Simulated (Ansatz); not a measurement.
# Work function of Ag(111): what the settings cost and change, part 2 of 2

How far do cutoff, k-mesh and smearing move the work function of Ag(111)?

Ansatz 0.2.0; plane-wave DFT, PBE, Ansatz PAW.

So far. Step 7 (Run): The work function is 4.684 eV, +0.234 eV from the run “cutoff 420 eV”, at 0.18 times its CPU time.

### 8. Run

input.yaml

```yaml
crystal:
  lattice:
    - [2.8920667351, 0.0, 0.0]
    - [1.4460333675, 2.504603262, 0.0]
    - [0.0, 0.0, 32.1681756059]
  atoms:
    - { symbol: Ag, position: [0.0, 0.0, 0.2797796216] }
    - { symbol: Ag, position: [0.3333333333, 0.3333333333, 0.3531864144] }
    - { symbol: Ag, position: [0.6666666667, 0.6666666667, 0.4265932072] }
    - { symbol: Ag, position: [0.0, 0.0, 0.5] }
    - { symbol: Ag, position: [0.3333333333, 0.3333333333, 0.5734067928] }
    - { symbol: Ag, position: [0.6666666667, 0.6666666667, 0.6468135856] }
    - { symbol: Ag, position: [0.0, 0.0, 0.7202203784] }
kpoints:
  mp_grid: { grid: [11, 11, 1] }
hamiltonian:
  xc: pbe
scf:
  occupations: { method: fermi_dirac, width: 0.1 }
  convergence: { dr2_threshold: 1.0e-09 }
efield:
  axis: 3
  dipole_correction: true
  ramp_position: 0.97
  ramp_width: 0.06
output:
  write_potential: true
  write_density: true
  volumetric_format: npy
```

Started as:

```console
$ ansatz run input.yaml --threads 2 --pin off --max-ram 3072MiB --backend cpu --events-out ev --progress --plain --runs-dir out
```

Numbers of over 12 decimals in the logs are rounded to 6 here.

The program printed:

```text
[...]
Crystal: 7 atoms, lattice volume = 233.010 Å³
Basis set: ecut = 420 eV, 4547 PW (Γ)
Bands: 80, of which v1, the nominal top of the filled ones, is band 67 counted from 1 (66 counted from 0)
Symmetry: 6 space group operations
k-points: 16 of 121 (time reversal used)
[...]
k-point 0: bands = [... 63 lower, 3.4321, 3.6329, 3.6329, 3.7037, 3.7037, 4.7020, 6.3211, 6.7876, ... 9 higher]
  k-point 1: bands = [... 63 lower, 3.4349, 3.5429, 3.6372, 3.7118, 4.0932, 5.2266, 6.7064, 7.2878, ... 9 higher]
  k-point 2: bands = [... 63 lower, 3.4373, 3.6462, 3.7316, 3.9141, 4.8602, 6.1230, 7.6015, 8.4776, ... 9 higher]
  k-point 15: bands = [... 63 lower, 9.1681, 9.1818, 9.4152, 9.6873, 10.0957, 10.4470, 10.9527, 11.1701, ... 9 higher]
[key lines of the parts left out:]
SCF converged after 9 iterations
Free energy (F): -53133.188393 eV
Fermi energy:    6.789680 eV
Dipole field:    D = -0.000001 V/Å  (p = -0.000002 e·Å, saw-weighted, corrected)
Work function:   Φ+ = 4.4702 eV   Φ− = 4.4703 eV
```

It took 19 s on 2 threads of Arm Neoverse V2, shared host; peak memory 0.63 GiB; 37 s of CPU time.

The work function is 4.470 eV, +0.020 eV from the run “cutoff 420 eV”, at 0.58 times its CPU time.

### 9. Run

Changes to input.yaml since step 8:

```diff
@@ -14,3 +14,3 @@
 kpoints:
-  mp_grid: { grid: [11, 11, 1] }
+  mp_grid: { grid: [24, 24, 1] }
 hamiltonian:
```

The program printed:

```text
[...]
Crystal: 7 atoms, lattice volume = 233.010 Å³
Basis set: ecut = 420 eV, 4547 PW (Γ)
Bands: 80, of which v1, the nominal top of the filled ones, is band 67 counted from 1 (66 counted from 0)
Symmetry: 6 space group operations
k-points: 61 of 576 (time reversal used)
[...]
k-point 0: bands = [... 63 lower, 3.4589, 3.6481, 3.6481, 3.7456, 3.7456, 4.7393, 6.3210, 6.7997, ... 9 higher]
  k-point 1: bands = [... 63 lower, 3.4598, 3.6470, 3.6494, 3.7477, 3.7810, 4.8815, 6.4089, 6.9132, ... 9 higher]
  k-point 2: bands = [... 63 lower, 3.4619, 3.5549, 3.6530, 3.7535, 4.0742, 5.1968, 6.6525, 7.2296, ... 9 higher]
  k-point 60: bands = [... 63 lower, 9.9586, 9.9864, 9.9864, 10.2128, 10.4226, 10.4226, 10.9160, 10.9160, ... 9 higher]
[key lines of the parts left out:]
SCF converged after 9 iterations
Free energy (F): -53133.187551 eV
Fermi energy:    6.775072 eV
Dipole field:    D = -0.000000 V/Å  (p = -0.000000 e·Å, saw-weighted, corrected)
Work function:   Φ+ = 4.4406 eV   Φ− = 4.4406 eV
```

It took 71 s on 2 threads; peak memory 1.3 GiB.

The work function is 4.441 eV, -0.010 eV from the run “cutoff 420 eV”, at 2.2 times its CPU time.

### 10. Slab

Changes to input.yaml since step 9:

```diff
@@ -14,3 +14,3 @@
 kpoints:
-  mp_grid: { grid: [24, 24, 1] }
+  mp_grid: { grid: [16, 16, 1] }
 hamiltonian:
@@ -18,3 +18,3 @@
 scf:
-  occupations: { method: fermi_dirac, width: 0.1 }
+  occupations: { method: gaussian, width: 0.05 }
   convergence: { dr2_threshold: 1.0e-09 }
```

The program printed:

```text
[...]
Crystal: 7 atoms, lattice volume = 233.010 Å³
Basis set: ecut = 420 eV, 4547 PW (Γ)
Bands: 80, of which v1, the nominal top of the filled ones, is band 67 counted from 1 (66 counted from 0)
Symmetry: 6 space group operations
k-points: 30 of 256 (time reversal used)
[...]
k-point 0: bands = [... 63 lower, 3.4828, 3.6716, 3.6716, 3.7847, 3.7847, 4.7686, 6.3266, 6.8129, ... 9 higher]
  k-point 1: bands = [... 63 lower, 3.4849, 3.6035, 3.6748, 3.7895, 3.9522, 5.0561, 6.5208, 7.0643, ... 9 higher]
  k-point 2: bands = [... 63 lower, 3.4890, 3.6829, 3.6842, 3.8022, 4.4386, 5.6071, 7.0203, 7.7166, ... 9 higher]
  k-point 29: bands = [... 63 lower, 9.0149, 9.3544, 9.9016, 10.4805, 10.5795, 10.7257, 11.0260, 11.0792, ... 9 higher]
[key lines of the parts left out:]
SCF converged after 10 iterations
Free energy (F): -53133.135477 eV
Fermi energy:    6.725602 eV
Dipole field:    D = 0.000000 V/Å  (p = 0.000000 e·Å, saw-weighted, corrected)
Work function:   Φ+ = 4.4547 eV   Φ− = 4.4548 eV
```

Run time: 37 s. Hardware: 2 threads; peak memory 0.83 GiB; 73 s of CPU time.

The work function is 4.455 eV, +0.004 eV from the run “cutoff 420 eV”, at 1.1 times its CPU time.

### 11. Slab

Changes to input.yaml since step 10:

```diff
@@ -18,3 +18,3 @@
 scf:
-  occupations: { method: gaussian, width: 0.05 }
+  occupations: { method: methfessel_paxton, width: 0.2 }
   convergence: { dr2_threshold: 1.0e-09 }
```

The program printed:

```text
[...]
Crystal: 7 atoms, lattice volume = 233.010 Å³
Basis set: ecut = 420 eV, 4547 PW (Γ)
Bands: 80, of which v1, the nominal top of the filled ones, is band 67 counted from 1 (66 counted from 0)
Symmetry: 6 space group operations
k-points: 30 of 256 (time reversal used)
[...]
k-point 0: bands = [... 63 lower, 3.4810, 3.6688, 3.6688, 3.7820, 3.7820, 4.7671, 6.3261, 6.8122, ... 9 higher]
  k-point 1: bands = [... 63 lower, 3.4830, 3.6007, 3.6719, 3.7867, 3.9500, 5.0546, 6.5202, 7.0635, ... 9 higher]
  k-point 2: bands = [... 63 lower, 3.4869, 3.6800, 3.6814, 3.7995, 4.4367, 5.6055, 7.0195, 7.7155, ... 9 higher]
  k-point 29: bands = [... 63 lower, 9.0129, 9.3518, 9.8997, 10.4792, 10.5776, 10.7240, 11.0235, 11.0770, ... 9 higher]
[key lines of the parts left out:]
SCF converged after 9 iterations
Free energy (F): -53133.134241 eV
Fermi energy:    6.740647 eV
Dipole field:    D = 0.000000 V/Å  (p = 0.000000 e·Å, saw-weighted, corrected)
Work function:   Φ+ = 4.4411 eV   Φ− = 4.4412 eV
```

Run time: 34 s. Hardware: 2 threads; peak memory 0.83 GiB; 68 s of CPU time.

The work function is 4.441 eV, -0.009 eV from the run “cutoff 420 eV”, at 1.1 times its CPU time.

### 12. Run

Changes to input.yaml since step 11:

```diff
@@ -18,3 +18,3 @@
 scf:
-  occupations: { method: methfessel_paxton, width: 0.2 }
+  occupations: { method: fermi_dirac, width: 0.3 }
   convergence: { dr2_threshold: 1.0e-09 }
```

The program printed:

```text
band count auto-derived: 87 (N_el = 133.0; filled up to band 67; 80 by the electrons, moments and atoms)
[...]
Crystal: 7 atoms, lattice volume = 233.010 Å³
Basis set: ecut = 420 eV, 4547 PW (Γ)
Bands: 87, of which v1, the nominal top of the filled ones, is band 67 counted from 1 (66 counted from 0)
Symmetry: 6 space group operations
[...]
k-point 0: bands = [... 63 lower, 3.4386, 3.6260, 3.6260, 3.7195, 3.7195, 4.7194, 6.3108, 6.7868, ... 16 higher]
  k-point 1: bands = [... 63 lower, 3.4402, 3.5577, 3.6287, 3.7239, 3.8953, 5.0067, 6.5027, 7.0353, ... 16 higher]
  k-point 2: bands = [... 63 lower, 3.4432, 3.6344, 3.6354, 3.7359, 4.3836, 5.5593, 6.9973, 7.6828, ... 16 higher]
  k-point 29: bands = [... 63 lower, 8.9424, 9.2955, 9.8553, 10.4131, 10.5137, 10.6731, 10.9757, 11.0238, ... 16 higher]
[key lines of the parts left out:]
SCF converged after 9 iterations
Free energy (F): -53133.441420 eV
Fermi energy:    6.725303 eV
Dipole field:    D = 0.000000 V/Å  (p = 0.000000 e·Å, saw-weighted, corrected)
Work function:   Φ+ = 4.5148 eV   Φ− = 4.5149 eV
```

Elapsed: 41 s, on 2 threads; peak memory 0.9 GiB; 81 s of CPU time.

The work function is 4.515 eV, +0.064 eV from the run “cutoff 420 eV”, at 1.3 times its CPU time.

### 13. Slab

Changes to input.yaml since step 12:

```diff
@@ -18,3 +18,3 @@
 scf:
-  occupations: { method: fermi_dirac, width: 0.3 }
+  occupations: { method: cold, width: 0.1 }
   convergence: { dr2_threshold: 1.0e-09 }
```

The program printed:

```text
[...]
Crystal: 7 atoms, lattice volume = 233.010 Å³
Basis set: ecut = 420 eV, 4547 PW (Γ)
Bands: 80, of which v1, the nominal top of the filled ones, is band 67 counted from 1 (66 counted from 0)
Symmetry: 6 space group operations
k-points: 30 of 256 (time reversal used)
[...]
k-point 0: bands = [... 63 lower, 3.4843, 3.6735, 3.6735, 3.7862, 3.7862, 4.7697, 6.3273, 6.8139, ... 9 higher]
  k-point 1: bands = [... 63 lower, 3.4863, 3.6052, 3.6767, 3.7909, 3.9537, 5.0572, 6.5216, 7.0653, ... 9 higher]
  k-point 2: bands = [... 63 lower, 3.4904, 3.6848, 3.6854, 3.8037, 4.4400, 5.6082, 7.0213, 7.7176, ... 9 higher]
  k-point 29: bands = [... 63 lower, 9.0169, 9.3568, 9.9034, 10.4829, 10.5815, 10.7280, 11.0282, 11.0815, ... 9 higher]
[key lines of the parts left out:]
SCF converged after 9 iterations
Free energy (F): -53133.132521 eV
Fermi energy:    6.729257 eV
Dipole field:    D = 0.000002 V/Å  (p = 0.000002 e·Å, saw-weighted, corrected)
Work function:   Φ+ = 4.4486 eV   Φ− = 4.4488 eV
```

It took 34 s on 2 threads; peak memory 0.83 GiB; 68 s of CPU time.

The work function is 4.449 eV, -0.002 eV from the run “cutoff 420 eV”, at 1.1 times its CPU time.

### 14. The series together

Times are for 2 threads of Arm Neoverse V2, shared host. The series side by side:

```tsv
no.	setting	work function, upper face (eV)	time	memory (GiB)
1	cutoff 200 eV	4.961	15 s	0.45
2	cutoff 300 eV	4.453	23 s	0.6
3	cutoff 420 eV	4.450	32 s	0.83
4	cutoff 600 eV	4.450	58 s	1.2
5	mesh 3x3	4.624	3.8 s	0.47
6	mesh 5x5	4.684	6 s	0.49
7	mesh 11x11	4.470	19 s	0.63
8	mesh 24x24	4.441	71 s	1.3
9	Gaussian smearing 0.05 eV	4.455	37 s	0.83
10	methfessel_paxton smearing 0.2 eV	4.441	34 s	0.83
11	fermi_dirac smearing 0.3 eV	4.515	41 s	0.9
12	cold smearing 0.1 eV	4.449	34 s	0.83
```

### 15. Varying the input

An input spoilt on purpose, to show how the run answers: it repeats the earlier run “cutoff 200 eV” with crystal.lattice to [[5.46521399, 0.0, 0.0], [2.732607, 4.73301415, 0.0], [0.0, 0.0, 60.78904103]], and scf.max_iter set to 60; its output block differs too.

The cell differs from the one that the last finished run ended in (a 2.892 → 5.465 Å, b 2.892 → 5.465 Å, c 32.168 → 60.789 Å).

input.yaml, the sections that differ from step 13:

```yaml
crystal:
  lattice:
    - [5.46521399, 0.0, 0.0]
    - [2.732607, 4.73301415, 0.0]
    - [0.0, 0.0, 60.78904103]
  atoms:
    - { symbol: Ag, position: [0.0, 0.0, 0.2797796216] }
    - { symbol: Ag, position: [0.3333333333, 0.3333333333, 0.3531864144] }
    - { symbol: Ag, position: [0.6666666667, 0.6666666667, 0.4265932072] }
    - { symbol: Ag, position: [0.0, 0.0, 0.5] }
    - { symbol: Ag, position: [0.3333333333, 0.3333333333, 0.5734067928] }
    - { symbol: Ag, position: [0.6666666667, 0.6666666667, 0.6468135856] }
    - { symbol: Ag, position: [0.0, 0.0, 0.7202203784] }
scf:
  occupations: { method: fermi_dirac, width: 0.1 }
  convergence: { dr2_threshold: 1.0e-09 }
  max_iter: 60
basis:
  ecutwfc: "200 eV"
# kpoints, hamiltonian, efield, output: as in step 13
```

The program printed:

```text
[...]
Crystal: 7 atoms, lattice volume = 1572.426 Å³
Basis set: ecut = 200 eV, 10173 PW (Γ)
Bands: 80, of which v1, the nominal top of the filled ones, is band 67 counted from 1 (66 counted from 0)
Symmetry: 6 space group operations
k-points: 30 of 256 (time reversal used)
[...]
SCF iter   1: F=—  HF=-53053.361545 eV  |F-HF|=—  |Δ(HF+E_count)|=         —  Δρ=4.56e-2  dr2=1.75e1  ethr=1.77e-3  p=0.000 e·Å  D=2.48e-14 V/Å  ΔV_dip=-0.00 eV  dr2_dipole=3.83e-8  V_vac-E_F(+/−)=4.33/4.33 eV  ⟨swp⟩=9.6  Hψ=8978  notcnv=0  defer=33
[...]
SCF iter  13: F=-53045.885862 eV  HF=-53045.885862 eV  |F-HF|=3.27e-10  |Δ(HF+E_count)|=  4.22e-10  Δρ=5.20e-8  dr2=1.16e-10  ethr=1.00e-12  p=-0.000 e·Å  D=-4.37e-10 V/Å  ΔV_dip=0.00 eV  dr2_dipole=7.19e-18  V_vac-E_F(+/−)=4.63/4.63 eV  ⟨swp⟩=13.6  Hψ=8333  notcnv=0
SCF 1 converged in 13 iterations: F = -53045.885862 eV  dr2 = 1.16e-10
[...]
SCF converged after 13 iterations
Free energy (F): -53045.885862 eV
[...]
Internal energy: -53045.391163 eV  (E = F + TS)
E sigma→0 (E₀):  -53045.638512 eV
Entropy (-TS):   -0.494699 eV (-70.671 meV/atom)
Fermi energy:    -2.811486 eV
Dipole field:    D = -0.000000 V/Å  (p = -0.000000 e·Å, saw-weighted, corrected)
Work function:   Φ+ = 4.6324 eV   Φ− = 4.6331 eV
[...]
--- Band table (eV; the first three rows and the last of 30) ---
  k-point 0: bands = [... 63 lower, -3.7582, -3.6827, -3.5604, -3.4007, -3.2156, -3.0283, -2.8794, -0.3626, ... 9 higher]
  k-point 1: bands = [... 63 lower, -3.7368, -3.6608, -3.5390, -3.3803, -3.1970, -3.0105, -2.8625, -0.3370, ... 9 higher]
  k-point 2: bands = [... 63 lower, -3.6743, -3.5984, -3.4781, -3.3212, -3.1404, -2.9589, -2.8155, -0.2605, ... 9 higher]
  k-point 29: bands = [... 63 lower, -2.6108, -2.5955, -2.5745, -2.5512, -2.5307, -2.5172, -2.5108, 0.0789, ... 9 higher]
```

It took 98 s on 2 threads; peak memory 1.6 GiB.

```tsv
quantity	this run	earlier run	difference
work function, upper face (eV)	4.632	4.961	-0.33
```

It moves by -0.329 eV.

The fault (a lattice typed in bohr) shows in the results, which are not taken further.

### 16. Outcome

| Item | Value |
| --- | --- |
| work function, cutoff 200 eV | 4.961 eV |
| work function, cutoff 420 eV | 4.450 eV |
| work function, cutoff 600 eV | 4.450 eV |
| work function, mesh 24x24 | 4.441 eV |

In words: The run at the highest cutoff gives 4.45 eV, and the settings tried spread the value from 4.44 to 4.96 eV. Against 600 eV, a cutoff of 200 eV is off by +0.511 eV. Against 600 eV, a cutoff of 420 eV is off by +0.000 eV. Against the finest mesh, 24 points along a, the coarser ones are off by +0.18 (3), +0.24 (5) and +0.03 (11) eV. The smearing schemes and widths spread it over 0.07 eV. The program marks the value as in doubt in “cutoff 200 eV”. The ladder's slabs use the tabulated experimental lattice constant (two decimals; a low-temperature value for the alkali metals). In 1 run of the series (cutoff 200 eV) the program warns that electrons reach the sawtooth's ramp, which makes dipole and work function less sure.

Comparison with the measured values:

| quantity | measured | cutoff 600 eV |
| --- | --- | --- |
| work function (clean (111) face, a compiled value) (eV) | 4.53 | 4.45 (-0.08 eV) |

Measured values from arxiv:1902.07811 (2019).

How well it matches: The work function is off by -0.08 eV: good agreement. The grades are ours: good and fair within 3 and 7 % for the work function. No cell relaxation is part of this session.

[Logs are printed without paths, hosts, clocks, repeated set-up lines and the standing remarks that a program may print on its own settings, such as how far it seeks lower states.]

[Hosts, paths, dates, database ids (printed as entryN), source tags and the programs' standing remarks are cut or masked in the printed files.]

[Maps of the electrostatic potential energy from Ansatz leave out the sawtooth potential of an applied field or a dipole correction, so their vacuum need not be flat; planar profiles and work functions include it.]
